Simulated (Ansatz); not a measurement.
System: LiNbO3 (R3c).

It takes space group R3c (No. 161, trigonal). Conventional cell: a = 5.152 Å, b = 5.152 Å, c = 13.869 Å, α = 90.00°, β = 90.00°, γ = 120.00°. Li has 6 O at 2.07 to 2.24 Å nearest. Nearest to Nb lie 6 O at 1.88 to 2.13 Å. O has 2 Nb at 1.88 to 2.13 Å and 2 Li at 2.07 to 2.24 Å nearest. Farther neighbours and most contacts between anions are not listed.

```cif
data_structure
_symmetry_space_group_name_H-M 'P 1'
_symmetry_Int_Tables_number 1
_cell_length_a 5.4971
_cell_length_b 5.4971
_cell_length_c 5.4971
_cell_angle_alpha 55.883
_cell_angle_beta 55.883
_cell_angle_gamma 55.883
_cell_volume 106.25
loop_
_atom_site_label
_atom_site_type_symbol
_atom_site_fract_x
_atom_site_fract_y
_atom_site_fract_z
_atom_site_occupancy
Li1 Li 0.28150 0.28150 0.28150 1
Li2 Li 0.78150 0.78150 0.78150 1
Nb3 Nb 0.00006 0.00006 0.00006 1
Nb4 Nb 0.50006 0.50006 0.50006 1
O5 O 0.11231 0.35836 0.71959 1
O6 O 0.71959 0.11231 0.35836 1
O7 O 0.35836 0.71959 0.11231 1
O8 O 0.21959 0.85836 0.61231 1
O9 O 0.85836 0.61231 0.21959 1
O10 O 0.61231 0.21959 0.85836 1
```

The cell and positions come from the Crystallography Open Database and are kept as given unless a step says otherwise.

Gaps computed with Ansatz 0.2.0 without a self-energy: PBE 3.59 eV, PBE+SOC 3.54 eV and HSE06+SOC 4.99 eV.

Q: What gap should G0W0 on PBE give (4×4×4 mesh, 1787 empty bands, screening to 380 eV, hard PAW files)?

About 5.21 eV: on its mesh the run moves the gap from 3.61 eV by +1.63 eV, and the mesh misses the edges by 0.03 eV. Spin-orbit coupling is not in that value; its −0.04 eV at the PBE level would bring it to about 5.17 eV. Bands and cutoff are finite, so the gap is not at the basis limit. The miss can reach some tenths of an eV and take either sign; the mesh is an error of its own. The many-body steps are scalar-relativistic: spin-orbit coupling is not in them.

[Paths, hosts, dates, memory and timing lines, banners, echoed tables and standing remarks are left out of the program output.]

[Logs are printed without paths, hosts, clocks, repeated set-up lines and the standing remarks that a program may print on its own settings, such as how far it seeks lower states.]

[Runs of the session that timed out or met a known fault of the program may be left out.]

[Cells called generated may have been cut or substituted from an entry of the Crystallography Open Database or the Materials Project.]

[Hosts, paths, dates, database ids (printed as entryN), source tags and the programs' standing remarks are cut or masked in the printed files.]
